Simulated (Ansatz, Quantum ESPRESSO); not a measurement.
# Complex bands of AlN, zinc blende type, lattice constant set to 4.463 Å, part 3 of 4

How good a tunnel barrier is AlN, zinc blende type, lattice constant set to 4.463 Å?

Quantum ESPRESSO 7.5; plane-wave DFT, LDA, PseudoDojo norm-conserving pseudopotentials; cross-check by Ansatz 0.2.0 with PAW datasets.

So far. Step 2 (Self-consistent run): The run needed 12 iterations to bring the estimated error under 1e-09 Ry.

The structure was built from a prototype and need not be the compound's stable phase.

### Step 3. Complex bands with pwcond.x (continued)

Level of this step: complex band structure by pwcond; plane-wave DFT, LDA, PseudoDojo norm-conserving pseudopotentials (Quantum ESPRESSO).

K across = (1/2, 0) in the cell's reciprocal vectors; values within 0.0025 1/Å of each other count once, columns are sorted by size at each energy, a dash where no further value was kept. Table of Im kz of the slowest decaying states by energy, zero at the highest filled level of the SCF mesh:

```
energy (eV)  decay 1 (Å⁻¹)  decay 2 (Å⁻¹)  decay 3 (Å⁻¹)
      -1.92           1.20           1.20           1.50
      -1.68           1.14           1.15           1.48
      -1.44           1.07           1.08           1.45
      -1.20          0.992           1.00           1.43
      -0.96          0.883          0.896           1.41
      -0.72          0.707          0.733           1.38
      -0.48          0.038           1.36           1.36
      -0.24          0.151          0.163          0.658
       0.00          0.224          0.233          0.807
       0.24          0.275          0.282          0.884
       0.72          0.346          0.352          0.966
       0.96          0.372          0.378          0.989
       1.20          0.395          0.401           1.01
       1.44          0.414          0.419           1.02
       1.68           0.43          0.435           1.02
       1.92          0.443          0.449           1.03
       2.16          0.454           0.46           1.03
       2.40          0.463          0.468           1.03
       2.64           0.47          0.475           1.02
       2.88          0.474          0.479          0.995
       3.12          0.476          0.482          0.966
       3.36          0.477          0.482          0.937
       3.60          0.475           0.48          0.908
       3.84          0.471          0.476          0.878
       4.08          0.465           0.47          0.847
       4.32          0.456          0.461          0.816
       4.56          0.445           0.45          0.784
       4.80          0.431          0.436          0.751
       5.28          0.392          0.398          0.682
       5.52          0.367          0.372          0.645
       5.76          0.336          0.341          0.606
       6.00          0.298          0.303          0.565
       6.24          0.248          0.254          0.521
       6.48          0.177          0.183          0.473
       6.72          0.419           0.43          0.824
       6.96          0.355           0.37          0.803
       7.20          0.274          0.294           0.78
       7.44          0.135          0.181          0.757
```

K across = (1/2, 1/2) in the cell's reciprocal vectors; values within 0.0025 1/Å of each other count once, columns are sorted by size at each energy, a dash where no further value was kept. The Im kz of the slowest decaying states by energy, zero at the highest filled level of the SCF mesh:

```
energy (eV)  decay 1 (Å⁻¹)  decay 2 (Å⁻¹)  decay 3 (Å⁻¹)
      -1.92           2.33           2.49              -
      -1.68          0.035          0.082          0.086
      -1.20          0.265           0.27          0.278
      -0.96          0.301          0.325          0.331
      -0.72          0.326          0.367          0.372
      -0.24          0.355          0.428          0.432
       0.00          0.362          0.451          0.455
       0.24          0.365          0.471          0.474
       0.72          0.361          0.501          0.504
       0.96          0.354          0.513              -
       1.20          0.345          0.522          0.525
       1.68          0.318          0.536           2.09
       1.92          0.299           0.54           2.07
       2.16          0.276          0.543           2.05
       2.64          0.213          0.545              -
       2.88          0.167          0.544           2.00
       3.36          0.539           1.96              -
       3.60          0.535           1.95              -
       3.84          0.529           1.93              -
       4.32          0.515           1.89              -
       4.56          0.506           1.87              -
       4.80          0.496           1.85              -
       5.28          0.471           1.81              -
       5.52          0.457           1.79              -
       5.76          0.441           1.76              -
       6.24          0.144          0.402              -
       6.48          0.176           0.38              -
       6.72            0.2          0.354           1.68
       7.20          0.232          0.291           1.63
       7.44          0.242          0.249           1.60
```

K across = (1/4, 0) in the cell's reciprocal vectors; values within 0.0025 1/Å of each other count once, columns are sorted by size at each energy, a dash where no further value was kept. Im kz of the slowest decaying states against energy, zero at the highest filled level of the SCF mesh:

```
energy (eV)  decay 1 (Å⁻¹)  decay 2 (Å⁻¹)  decay 3 (Å⁻¹)
      -1.92          0.122          0.626           1.18
      -1.44          0.172          0.322           1.13
      -0.96          0.147           1.07           1.72
      -0.48           1.01           1.67           1.77
      -0.24          0.986           1.65           1.75
       0.00          0.191          0.958           1.62
       0.24          0.264          0.338          0.929
       0.72          0.354          0.572          0.872
       1.20          0.412          0.711          0.814
       1.68          0.452          0.754          0.816
       2.16          0.478          0.693          0.908
       2.64          0.493          0.629           1.02
       2.88          0.498          0.595           1.12
       3.36          0.499          0.522           1.11
       3.84          0.439          0.491           1.09
       4.32          0.335          0.471           1.07
       4.80          0.174          0.437           1.05
       5.28          0.373           1.03           1.20
       5.76          0.459           1.00           1.14
       6.00          0.511          0.986           1.10
       6.48          0.575          0.954           1.03
       6.96          0.146          0.623          0.918
       7.44          0.195           0.69          0.821
```

The program's own clock; routines nest. Time by routine:

```
     routine  wall time (s)  calls
      PWCOND          67.51      1
scatter_forw           47.9    160
      compbs          18.36    160
    compbs_2          17.24    160
       local           0.87      4
        init           0.35      1
       poten           0.07      1
```

### Step 4. Complex bands with pwcond.x, with ewind = 6.0 and epsproj = 1e-07

How much does a setting matter? One run is repeated with a change.

Contents of cbs.w.in:

```
&inputcond
  outdir = './out'
  prefixl = 'scf'
  band_file = 'cbs.w'
  ikind = 0
  ewind = 6.0
  epsproj = 1e-07
  nz1 = 7
  energy0 = 7.44
  denergy = -0.24
/
4
  0.00000000 0.00000000 1.00000000
  0.50000000 0.00000000 1.00000000
  0.50000000 0.50000000 1.00000000
  0.25000000 0.00000000 1.00000000
40
```

Run with:

```console
$ OMP_NUM_THREADS=1 mpirun -n 2 pwcond.x -in cbs.w.in > cbs.w.out
```

The program printed:

```text
[banner, memory and clock lines left out]
Program PWCOND v.7.5 starts
[citation notice left out]

[...]
./out/scf.save/

     IMPORTANT: XC functional enforced from input :
     Exchange-correlation= PW
                           (   1   4   0   0   0   0   0)
     Any further DFT definition will be discarded
     Please, verify this is what you really want

     Reading collected, re-writing distributed wavefunctions

===== INPUT FILE containing the left lead =====

     GEOMETRY:

     lattice parameter (alat)  =       5.9636  a.u.
     the volume                =     299.9489 (a.u.)^3
     the cross section         =      35.5649 (a.u.)^2
     l of the unit cell        =       1.4142 (alat)
     number of atoms/cell      =            4
     number of atomic types    =            2

     crystal axes: (cart. coord. in units of alat)
               a(1) = (  1.0000  0.0000  0.0000 )
               a(2) = (  0.0000  1.0000  0.0000 )
               a(3) = (  0.0000  0.0000  1.4142 )

   Cartesian axes

     site n.     atom                  positions (alat units)
          1        Al     tau(  1)=(  0.0000  0.0000  1.4142  )
          2        N      tau(  2)=(  0.5000  0.0000  0.3536  )
          3        Al     tau(  3)=(  0.5000  0.5000  0.7071  )
          4        N      tau(  4)=(  0.0000  0.5000  1.0607  )

     nr1s                      =           36
     nr2s                      =           36
     nr3s                      =           45
     nr1sx                     =           36
     nr2sx                     =           36
     nr3sx                     =           45
     nr1                       =           36
     nr2                       =           36
     nr3                       =           45
     nr1x                      =           36
     nr2x                      =           36
     nr3x                      =           45

 _______________________________
  Radii of nonlocal spheres:

     type       ibeta     ang. mom.          radius (alat units)
       Al         1         0                    0.2951
       Al         2         0                    0.2985
       Al         3         1                    0.2985
       Al         4         1                    0.2985
       Al         5         2                    0.2884
       Al         6         2                    0.2918
       N          1         0                    0.1979
       N          2         0                    0.2029
       N          3         1                    0.2247
       N          4         1                    0.2264
----- General information -----

----- Complex band structure calculation -----

     nrx                       =           36
     nry                       =           36
     nz1                       =            7

     energy0               =         7.4E+00
     denergy               =        -2.4E-01
     nenergy               =         40
     ecut2d                =         7.2E+01
     ewind                 =         6.0E+00
     epsproj               =         1.0E-07

     number of k_|| points=    4
                       cryst. coord.
        k(    1) = (   0.0000000   0.0000000), wk =   0.2500000
        k(    2) = (   0.5000000   0.0000000), wk =   0.2500000
        k(    3) = (   0.5000000   0.5000000), wk =   0.2500000
        k(    4) = (   0.2500000   0.0000000), wk =   0.2500000
----- Information about left lead -----

     nocros                   =           18
     noins                    =           34
     norb                     =           70
     norbf                    =           70
     nrz                      =           45

      iorb      type   ibeta   ang. mom.   m       position (alat)
        1        1       1        0        1   taunew(   1)=(  0.0000  0.0000  0.0000)
        2        1       2        0        1   taunew(   2)=(  0.0000  0.0000  0.0000)
[...]
70        1       6        2        5   taunew(  70)=(  0.0000  0.0000  1.4142)
    k slab    z(k)  z(k+1)     crossing(iorb=1,norb)
    1   0.0000 0.0314 0.0314   1111111111111111110000000000000000000000000000000000000000000000000000
    2   0.0314 0.0629 0.0314   1111111111111111110000000000000000000000000000000000000000000000000000
[...]
45   1.3828 1.4142 0.0314   0000000000000000000000000000000000000000000000000000111111111111111111
 ngper, shell number =          197          30
 ngper, n2d =          197         197
---  E-Ef =    7.4400000  k =    0.0000000   0.0000000
---  ie =          1  ik =          1
 Nchannels of the left tip =            0
 Right moving states:
   k1(2pi/a)   k2(2pi/a)   E-Ef (eV)
 Left moving states:
   k1(2pi/a)   k2(2pi/a)   E-Ef (eV)

---  E-Ef =    7.2000000  k =    0.0000000   0.0000000
---  ie =          2  ik =          1
 Nchannels of the left tip =            0
 Right moving states:
   k1(2pi/a)   k2(2pi/a)   E-Ef (eV)
 Left moving states:
   k1(2pi/a)   k2(2pi/a)   E-Ef (eV)
[... further energies and points left out ...]
---  E-Ef =   -1.6800000  k =    0.2500000   0.0000000
---  ie =         39  ik =          4
 Nchannels of the left tip =            1
 Right moving states:
   k1(2pi/a)   k2(2pi/a)   E-Ef (eV)
   0.3429024   0.0000000  -1.6800000
 Left moving states:
   k1(2pi/a)   k2(2pi/a)   E-Ef (eV)
  -0.3429024   0.0000000  -1.6800000

---  E-Ef =   -1.9200000  k =    0.2500000   0.0000000
---  ie =         40  ik =          4
 Nchannels of the left tip =            1
 Right moving states:
   k1(2pi/a)   k2(2pi/a)   E-Ef (eV)
   0.3043872   0.0000000  -1.9200000
 Left moving states:
   k1(2pi/a)   k2(2pi/a)   E-Ef (eV)
  -0.3043872   0.0000000  -1.9200000

[...]
```

Elapsed: 5.7 min, on 2 MPI ranks of Intel Xeon 6975P-C (Granite Rapids), shared host; peak memory 0.21 GiB; 11 min of CPU time.

Beside the run it was changed from:

```
                                       quantity  this run  unchanged run  difference
peak of the smallest κ at the zone centre (Å⁻¹)     0.257          0.257           0
       peak of the smallest κ at (1/2, 0) (Å⁻¹)     0.485          0.477      0.0080
     peak of the smallest κ at (1/2, 1/2) (Å⁻¹)     0.365          0.365           0
                                  wall time (s)       343             68
```

The physical values in this table move by up to 1.7 %.

(Continued in part 4 of 4.)

[Logs are printed without paths, hosts, clocks, repeated set-up lines and the standing remarks that a program may print on its own settings, such as how far it seeks lower states.]

[Hosts, paths, dates, database ids (printed as entryN), source tags and the programs' standing remarks are cut or masked in the printed files.]

[Maps of the electrostatic potential energy from Ansatz leave out the sawtooth potential of an applied field or a dipole correction, so their vacuum need not be flat; planar profiles and work functions include it.]
